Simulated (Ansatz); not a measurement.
# P on Al(100): change of the work function, part 3 of 4

Wanted: Δφ(θ) for P/Al(100), starting from the hollow site.

Ansatz 0.2.0; plane-wave DFT, PBE, Ansatz PAW.

So far, work function, upper face (eV): step 2 (the clean slab) 4.29; step 3 (37 atoms, coverage 0.111 ML, cell 3x3) 4.57.

### Step 4. The covered slab, k-mesh 6×6×1, coverage 0.25 ML

System of this step: Al16P (P/Al(100)). The cell holds 17 atoms: 16 Al and 1 P. Cell: a = 5.728 Å, b = 5.728 Å, c = 25.275 Å, α = 90.0°, β = 90.0°, γ = 90.0°. Vacuum lies along c.

Another coverage, to see how the dipoles act on each other as their distance changes.

input.yaml reads:

```yaml
crystal:
  lattice:
    - [5.7275649276, 0.0, 0.0]
    - [0.0, 5.7275649276, 0.0]
    - [0.0, 0.0, 25.2751578101]
  atoms:
    - { symbol: Al, position: [0.25, 0.25, 0.3560808628] }
    - { symbol: Al, position: [0.0, 0.0, 0.4361990569] }
    - { symbol: Al, position: [0.25, 0.25, 0.5156973654] }
    - { symbol: Al, position: [0.0, 0.0, 0.5968663091] }
    - { symbol: Al, position: [0.25, 0.75, 0.3560808628] }
    - { symbol: Al, position: [0.0, 0.5, 0.4361990569] }
    - { symbol: Al, position: [0.25, 0.75, 0.5156973654] }
    - { symbol: Al, position: [0.0, 0.5, 0.5968663091] }
    - { symbol: Al, position: [0.75, 0.25, 0.3560808628] }
    - { symbol: Al, position: [0.5, 0.0, 0.4361990569] }
    - { symbol: Al, position: [0.75, 0.25, 0.5156973654] }
    - { symbol: Al, position: [0.5, 0.0, 0.5968663091] }
    - { symbol: Al, position: [0.75, 0.75, 0.3560808628] }
    - { symbol: Al, position: [0.5, 0.5, 0.4361990569] }
    - { symbol: Al, position: [0.75, 0.75, 0.5156973654] }
    - { symbol: Al, position: [0.5, 0.5, 0.5968663091] }
    - { symbol: P, position: [0.25, 0.25, 0.6439191372] }
kpoints:
  mp_grid: { grid: [6, 6, 1] }
hamiltonian:
  xc: pbe
scf:
  occupations: { method: fermi_dirac, width: 0.1 }
  convergence: { dr2_threshold: 1.0e-08 }
efield:
  axis: 3
  dipole_correction: true
  ramp_position: 0.97
  ramp_width: 0.06
relax:
  f_tol: 0.02
  max_steps: 60
  constraints: [{ sites: [0, 1, 4, 5, 8, 9, 12, 13] }]
output:
  dos: { projected: true, e_range: [-8, 4] }
  write_potential: true
  write_density: true
  volumetric_format: npy
  elf: true
```

On the command line:

```console
ansatz run input.yaml --threads 2 --pin off --max-ram 4096MiB --backend cpu --events-out ev --progress --plain --runs-dir out
```

Numbers of over 12 decimals in the logs are rounded to 6 here.

The log of the run:

```text
[...]
Crystal: 17 atoms, lattice volume = 829.152 Å³
Basis set: ecut = 420 eV, 16337 PW (Γ), exchange–correlation on 80×80×360 points (8 copies of the dense FFT grid, shifted against one another)
Bands: 44, of which v1, the nominal top of the filled ones, is band 27 counted from 1 (26 counted from 0)
Symmetry: 8 space group operations
[...]
k-points: 10 of 36
[...]
SCF iter   1: F=—  HF=-9352.402807 eV  |F-HF|=—  |Δ(HF+E_count)|=         —  Δρ=2.02e-3  dr2=4.77e-1  ethr=1.77e-3  p=-0.092 e·Å  D=-2.01e-2 V/Å  ΔV_dip=0.51 eV  dr2_dipole=1.32e-1  V_vac-E_F(+/−)=4.72/4.21 eV  ⟨swp⟩=15.2  Hψ=3111  notcnv=0  defer=3
[...]
SCF iter   8: F=-9352.375576 eV  HF=-9352.375576 eV  |F-HF|=9.74e-9  |Δ(HF+E_count)|=   4.93e-8  Δρ=2.50e-7  dr2=8.43e-10  ethr=1.89e-11  p=-0.052 e·Å  D=-1.12e-2 V/Å  ΔV_dip=0.28 eV  dr2_dipole=1.02e-12  V_vac-E_F(+/−)=4.70/4.42 eV  ⟨swp⟩=18.1  Hψ=3241  notcnv=0
SCF 1 converged in 8 iterations: F = -9352.375576 eV  dr2 = 8.43e-10
[...]
relax step   1: F+E_penalty+E_count = -9352.37557601 eV  Δ(F+E_penalty+E_count) = +0.000e0 eV  max|allowed force component| = 2.352e0 eV/Å  Δτ_max = 0.0000 Å  (8 SCF iters, accepted)
[...]
SCF iter   8: F=-9352.697705 eV  HF=-9352.697705 eV  |F-HF|=1.86e-9  |Δ(HF+E_count)|=   4.11e-8  Δρ=1.71e-7  dr2=9.95e-10  ethr=1.89e-11  p=-0.070 e·Å  D=-1.54e-2 V/Å  ΔV_dip=0.39 eV  dr2_dipole=1.72e-10  V_vac-E_F(+/−)=4.78/4.39 eV  ⟨swp⟩=16.3  Hψ=3085  notcnv=0
SCF 2 converged in 8 iterations: F = -9352.697705 eV  dr2 = 9.95e-10
[...]
relax step   2: F+E_penalty+E_count = -9352.69770500 eV  Δ(F+E_penalty+E_count) = -3.221e-1 eV  max|allowed force component| = 9.543e-1 eV/Å  Δτ_max = 0.1920 Å  (8 SCF iters, accepted)
SCF iter   1: F=—  HF=-9352.764236 eV  |F-HF|=—  |Δ(HF+E_count)|=         —  Δρ=1.36e-3  dr2=2.22e-2  ethr=1.00e-3  p=-0.070 e·Å  D=-1.54e-2 V/Å  ΔV_dip=0.39 eV  dr2_dipole=7.13e-5  V_vac-E_F(+/−)=4.77/4.38 eV  ⟨swp⟩=4.6  Hψ=1237  notcnv=0  defer=10
[...]
SCF iter   7: F=-9352.759004 eV  HF=-9352.759004 eV  |F-HF|=1.43e-8  |Δ(HF+E_count)|=   2.03e-7  Δρ=6.01e-7  dr2=7.98e-9  ethr=1.89e-11  p=-0.084 e·Å  D=-1.84e-2 V/Å  ΔV_dip=0.47 eV  dr2_dipole=1.14e-9  V_vac-E_F(+/−)=4.84/4.38 eV  ⟨swp⟩=16.1  Hψ=3554  notcnv=0
SCF 3 converged in 7 iterations: F = -9352.759004 eV  dr2 = 7.98e-9
[...]
relax step   3: F+E_penalty+E_count = -9352.75900444 eV  Δ(F+E_penalty+E_count) = -6.130e-2 eV  max|allowed force component| = 1.091e-1 eV/Å  Δτ_max = 0.1510 Å  (7 SCF iters, accepted)
SCF iter   1: F=—  HF=-9352.761330 eV  |F-HF|=—  |Δ(HF+E_count)|=         —  Δρ=4.45e-4  dr2=3.83e-3  ethr=4.56e-5  p=-0.084 e·Å  D=-1.84e-2 V/Å  ΔV_dip=0.47 eV  dr2_dipole=2.20e-5  V_vac-E_F(+/−)=4.85/4.38 eV  ⟨swp⟩=2.3  Hψ=1033  notcnv=0  defer=10
[...]
SCF iter   6: F=-9352.761438 eV  HF=-9352.761438 eV  |F-HF|=1.02e-8  |Δ(HF+E_count)|=   4.62e-8  Δρ=4.27e-7  dr2=3.66e-9  ethr=1.89e-11  p=-0.084 e·Å  D=-1.83e-2 V/Å  ΔV_dip=0.46 eV  dr2_dipole=9.40e-12  V_vac-E_F(+/−)=4.84/4.38 eV  ⟨swp⟩=15.9  Hψ=3210  notcnv=0
SCF 4 converged in 6 iterations: F = -9352.761438 eV  dr2 = 3.66e-9
relax step   4: F+E_penalty+E_count = -9352.76143778 eV  Δ(F+E_penalty+E_count) = -2.433e-3 eV  max|allowed force component| = 1.583e-2 eV/Å  Δτ_max = 0.0362 Å  (6 SCF iters, accepted)
[...]
SCF converged after 6 iterations
Free energy (F): -9352.761438 eV
[...]
Internal energy: -9352.528794 eV  (E = F + TS)
E sigma→0 (E₀):  -9352.645116 eV
Entropy (-TS):   -0.232644 eV (-13.685 meV/atom)
Fermi energy:    -0.305595 eV
Dipole field:    D = -0.018293 V/Å  (p = -0.083822 e·Å, saw-weighted, corrected)
Work function:   Φ+ = 4.8445 eV   Φ− = 4.3821 eV
[...]
--- Forces (eV/Å), atoms counted from 1 ---
  atom   1  Al    -0.00000000     0.00000000    -0.23944669
  atom   2  Al     0.02870109     0.02870109     0.10459205
  atom   3  Al     0.00000000     0.00000000     0.00325917
  atom   4  Al     0.01124189     0.01124189     0.00490641
  atom   5  Al     0.00000000     0.00000000    -0.10813775
  atom   6  Al     0.02870109    -0.02870109     0.10459205
  atom   7  Al    -0.00000000     0.00000000    -0.00506327
  atom   8  Al     0.01124189    -0.01124189     0.00490641
  atom   9  Al    -0.00000000     0.00000000    -0.10813775
  atom  10  Al    -0.02870109     0.02870109     0.10459205
  atom  11  Al     0.00000000     0.00000000    -0.00506327
  atom  12  Al    -0.01124189     0.01124189     0.00490641
  atom  13  Al     0.00000000     0.00000000     0.03006465
  atom  14  Al    -0.02870109    -0.02870109     0.10459205
  atom  15  Al     0.00000000     0.00000000    -0.01582688
  atom  16  Al    -0.01124189    -0.01124189     0.00490641
  atom  17  P      0.00000000     0.00000000     0.01035835
  max |Σ_I F_I| component: 3.91e-7 eV/Å
--- Band table (eV; the first three rows and the last of 10) ---
  k-point 0: bands = [... 23 lower, -1.3154, -1.2285, -1.2285, -1.1213, -0.3471, -0.0582, -0.0563, 0.2717, ... 13 higher]
  k-point 1: bands = [... 23 lower, -1.6060, -0.8669, -0.6731, -0.2921, -0.2817, -0.2692, -0.0203, 0.5586, ... 13 higher]
  k-point 2: bands = [... 23 lower, -1.4914, -0.8729, -0.7263, -0.5206, 0.0974, 0.6399, 0.8156, 1.1545, ... 13 higher]
  k-point 9: bands = [... 23 lower, -0.4095, -0.2899, 0.3482, 0.3482, 0.5396, 0.5698, 0.8009, 0.8460, ... 13 higher]
--- Relaxed structure (4 steps of the walk, 4 accepted, 0 SCFs on fresh bases) ---
  F+E_penalty+E_count = -9352.76143778 eV   max|allowed force component| = 1.583e-2 eV/Å
  atoms:
    - { symbol: Al, position: [0.25, 0.25, 0.356081] }
    - { symbol: Al, position: [0.0, 0.0, 0.436199] }
    - { symbol: Al, position: [0.25, 0.25, 0.517668] }
    - { symbol: Al, position: [-0.00398106, -0.00398106, 0.599158] }
    - { symbol: Al, position: [0.25, 0.75, 0.356081] }
    - { symbol: Al, position: [0.0, 0.5, 0.436199] }
    - { symbol: Al, position: [0.25, 0.75, 0.519429] }
    - { symbol: Al, position: [-0.00398106, 0.503981, 0.599158] }
    - { symbol: Al, position: [0.75, 0.25, 0.356081] }
    - { symbol: Al, position: [0.5, 0.0, 0.436199] }
    - { symbol: Al, position: [0.75, 0.25, 0.519429] }
    - { symbol: Al, position: [0.503981, -0.00398106, 0.599158] }
    - { symbol: Al, position: [0.75, 0.75, 0.356081] }
    - { symbol: Al, position: [0.5, 0.5, 0.436199] }
    - { symbol: Al, position: [0.75, 0.75, 0.512829] }
    - { symbol: Al, position: [0.503981, 0.503981, 0.599158] }
    - { symbol: P, position: [0.25, 0.25, 0.656054] }
```

Wall time 69 s (2 threads of Arm Neoverse V1, shared host); peak memory 1 GiB.

Step by step:

```tsv
step	energy less that of the first step (eV)	largest force component (eV/Å)
1	0.0000	2.3522
2	-0.3221	0.9543
3	-0.3834	0.1091
4	-0.3859	0.0158
```

The run keeps the 8 symmetry operations that it works with, so distortions that break them were not tested.

The atoms that moved most (Å):

```tsv
atom	dx	dy	dz	length
P17	0.000	0.000	0.307	0.307
Al7	0.000	0.000	0.094	0.094
Al11	0.000	0.000	0.094	0.094
Al15	0.000	0.000	-0.073	0.073
Al4	-0.023	-0.023	0.058	0.066
Al8	-0.023	0.023	0.058	0.066
Al12	0.023	-0.023	0.058	0.066
Al16	0.023	0.023	0.058	0.066
```

Final coordinates:

```
Al P
1.0
     5.72756    0.00000    0.00000
     0.00000    5.72756    0.00000
     0.00000    0.00000   25.27516
Al P
16 1
Direct
  0.25000 0.25000 0.35608
  0.00000 0.00000 0.43620
  0.25000 0.25000 0.51767
  0.99602 0.99602 0.59916
  0.25000 0.75000 0.35608
  0.00000 0.50000 0.43620
  0.25000 0.75000 0.51943
  0.99602 0.50398 0.59916
  0.75000 0.25000 0.35608
  0.50000 0.00000 0.43620
  0.75000 0.25000 0.51943
  0.50398 0.99602 0.59916
  0.75000 0.75000 0.35608
  0.50000 0.50000 0.43620
  0.75000 0.75000 0.51283
  0.50398 0.50398 0.59916
  0.25000 0.25000 0.65605
```

This step gave:

```yaml
energy_at_zero_smearing: -9352.6451 eV
work_function_upper_face: 4.845 eV
work_function_lower_face: 4.382 eV
dipole_along_the_normal: -0.08382 e·Å
step_between_the_vacuum_levels: 0.4624 eV
```

The density of states has structure finer than the step of the table below, so its rows give means over 0.25 eV, whole bins alone (the curve runs from -8 to 1.98 eV). Peaks (eV: height): -2.590: 12.3, -1.200: 10.4, -0.570: 17.9, -0.390: 12.3, 0.870: 12.4, 1.260: 12.8, 1.440: 12.7.

The density of states by energy, zero at the Fermi level; means over each step:

```tsv
energy (eV)	density of states (states/eV a cell)
-7.75	2.66
-7.50	2.94
-7.25	4.05
-7.00	2.97
-6.75	3.47
-6.50	3.93
-6.25	5.53
-6.00	5.52
-5.75	4.99
-5.50	3.11
-5.25	4.70
-5.00	6.11
-4.75	5.08
-4.50	5.50
-4.25	5.83
-4.00	6.86
-3.75	4.14
-3.50	6.40
-3.25	6.92
-3.00	7.12
-2.75	7.18
-2.50	8.52
-2.25	5.68
-2.00	5.70
-1.75	7.22
-1.50	6.60
-1.25	7.77
-1.00	6.52
-0.75	7.91
-0.50	10.8
-0.25	6.65
0.00	7.24
0.25	6.90
0.50	6.01
0.75	8.59
1.00	6.31
1.25	8.16
1.50	9.23
1.75	6.73
```

Projected DOS per atom over height of the atomic layer and energy from the Fermi level. Layers: Al4 Al4 Al4 Al4 P from below.

Ten even steps from '0' (0.09 states/eV) to '9' (0.90 states/eV), each cell a mean:
```
44333
44542
53242
42232
42335
64548
43346
42238
43227
43327
43439
33349
31229
23336
22234
22235
01111
23322
12211
01100
11110
01100
```
Columns: height of the atomic layer (Å) from 9 to 16.6 (not evenly spaced); rows upwards: energy from the Fermi level (eV) from -7.96 to 1.95.

Valence density in the ca plane at fractional y = 0.250, with atoms of Al and P within 0.2 Å of it. It is the smooth field of the valence electrons, not physical close to the nuclei.

Ten even steps from '0' (0.00 e/Å³) to '9' (0.68 e/Å³), each cell a mean:
```
11233222222222333222221110000000000000000000
12222322222222223322211000000000000000000000
12111222111222112222110000000000000000000000
12111222111221111221110000000000000000000000
12111222111222112222110000000000000000000000
12222322222222223322211000000000000000000000
11233222222222333222221110000000000000000000
11223222222222232222223322100000000000000000
12233322222222333222235665310000000000000000
12222222222222222222247989731000000000000000
12111222111221111221248736951000000000000000
12111222111221111221248726951000000000000000
12222222222222222222247989731000000000000000
12233322222222333222235665310000000000000000
11223222222222232222223322100000000000000000
```
Columns run along c (16.0 Å, from fractional 0.31 to 0.94 of the cell), rows up along a (5.7 Å). Atoms in or near the plane, at fractional coordinates: Al at (0.36, 0.25), Al at (0.52, 0.25), Al at (0.36, 0.75), Al at (0.52, 0.75), P at (0.66, 0.25).

ELF in the ca plane at fractional y = 0.250, with atoms of Al and P within 0.2 Å of it. It is the smooth field of the valence electrons, not physical close to the nuclei.

Ten even steps from '0' (0.00) to '9' (0.95), each cell a mean:
```
78887666666556677665444332211000000000000000
88755665544566446654432210000000000000000000
87311354323453002554322100000000000000000000
96241244222451120443321100000000000000000000
87311354333453002554322100000000000000000000
88755665544565446654432210000000000000000000
68877666666556677665444332221100000000000000
67877666666655677654456666654310000000000000
78877665555566667654467888887531000000000000
77523554334564224543367757999753100000000000
86231243223551111432356202999863100000000000
86231243223551111432356202999863100000000000
77522554334564124543367757999753100000000000
78877665555566667654467888887531000000000000
67877666666655667655456666654310000000000000
```
Columns run along c (16.0 Å, from fractional 0.31 to 0.94 of the cell), rows up along a (5.7 Å). Atoms in or near the plane, at fractional coordinates: Al at (0.36, 0.25), Al at (0.52, 0.25), Al at (0.36, 0.75), Al at (0.52, 0.75), P at (0.66, 0.25).

Electrostatic potential energy in the ca plane at fractional y = 0.250, with atoms of Al and P within 0.2 Å of it. With pseudopotentials it is smooth inside the atoms' cores, unlike the true potential.

Values in eV, 8 rows by 16 columns, each cell a mean:
```
 -2  -9  -1   0  -2  -9  -1   0   2   4   4   4   4   4   4   4
-10 -12  -5   2  -8 -12  -8   2   3   4   4   4   4   4   4   4
 -9 -14  -4   1  -7 -14  -7   1   3   4   4   4   4   4   4   4
  0  -4   0  -1   0  -4   0  -1   1   3   4   4   4   4   4   4
 -2  -8  -1   0  -2  -9  -1   0  -6  -4   4   4   4   4   4   4
-11 -12  -5   2  -9 -12  -7   0 -17 -16   3   4   4   4   4   4
 -9 -14  -4   1  -8 -14  -6   0 -16 -14   3   4   4   4   4   4
  0  -4   0  -1   0  -5   0  -1  -2   0   4   4   4   4   4   4
```
Columns run along c (16.0 Å, from fractional 0.31 to 0.94 of the cell; values clipped at the 3rd and 97th percentile), rows up along a (5.7 Å). Atoms in or near the plane, at fractional coordinates: Al at (0.36, 0.25), Al at (0.52, 0.25), Al at (0.36, 0.75), Al at (0.52, 0.75), P at (0.66, 0.25).

The relaxation took 4 steps and lowered the energy by 0.39 eV; the largest force on the free atoms ends at 0.016 eV/Å.

By hand: a sheet of dipoles makes a step −p/(ε₀A) in the electron's potential. With e/ε₀ = 180.95 V·Å, p = -0.08382 e·Å and A = 32.80 Å², that is −180.95 × (-0.08382) / 32.80 = +0.462 eV, and the two vacuum levels of the run differ by +0.462 eV.

The covered face has 4.84 eV, +0.55 eV against the clean one; the bare back face has moved by +0.08 eV, a measure of how thin the slab is.

### Step 5. Adsorbate added, k-mesh 6×6×1, coverage 0.5 ML

System of this step: Al8P (P/Al(100)). The cell holds 18 atoms: 16 Al and 2 P. Its edges and angles: a = 5.728 Å, b = 5.728 Å, c = 25.275 Å, α = 90.0°, β = 90.0°, γ = 90.0°. Vacuum lies along c.

Another coverage, to see how the dipoles act on each other as their distance changes.

input.yaml, as its differences from that of step 4:

```diff
@@ -23,2 +23,3 @@
     - { symbol: P, position: [0.25, 0.25, 0.6439191372] }
+    - { symbol: P, position: [0.75, 0.75, 0.6439191372] }
 kpoints:
```

The log of the run:

```text
[...]
Crystal: 18 atoms, lattice volume = 829.152 Å³
Basis set: ecut = 420 eV, 16337 PW (Γ), exchange–correlation on 80×80×360 points (8 copies of the dense FFT grid, shifted against one another)
Bands: 47, of which v1, the nominal top of the filled ones, is band 29 counted from 1 (28 counted from 0)
Symmetry: 16 space group operations
[...]
- { symbol: Al, position: [0.25, 0.75, 0.521634] }
    - { symbol: Al, position: [0, 0.5, 0.599090] }
[...]
- { symbol: Al, position: [0.75, 0.75, 0.356081] }
    - { symbol: Al, position: [0.5, 0.5, 0.436199] }
    - { symbol: Al, position: [0.75, 0.75, 0.514445] }
    - { symbol: Al, position: [0.5, 0.5, 0.599090] }
    - { symbol: P, position: [0.25, 0.25, 0.656911] }
    - { symbol: P, position: [0.75, 0.75, 0.656911] }
[key lines of the parts left out:]
SCF converged after 6 iterations
Free energy (F): -10109.341585 eV
Fermi energy:    -0.166895 eV
Dipole field:    D = -0.030706 V/Å  (p = -0.140702 e·Å, saw-weighted, corrected)
Work function:   Φ+ = 5.1799 eV   Φ− = 4.4038 eV
```

Wall time 77 s (2 threads); peak memory 1 GiB; 2.5 min of CPU time.

(Part 3 of 4 ends here.)

[Logs are printed without paths, hosts, clocks, repeated set-up lines and the standing remarks that a program may print on its own settings, such as how far it seeks lower states.]

[Hosts, paths, dates, database ids (printed as entryN), source tags and the programs' standing remarks are cut or masked in the printed files.]

[Maps of the electrostatic potential energy from Ansatz leave out the sawtooth potential of an applied field or a dipole correction, so their vacuum need not be flat; planar profiles and work functions include it.]

[The density of states shown here was stored with 400 of the rows of the run's finer table, so its peaks can read low, often by over a quarter, or be missed, and its means over a window can be off by a tenth or more.]
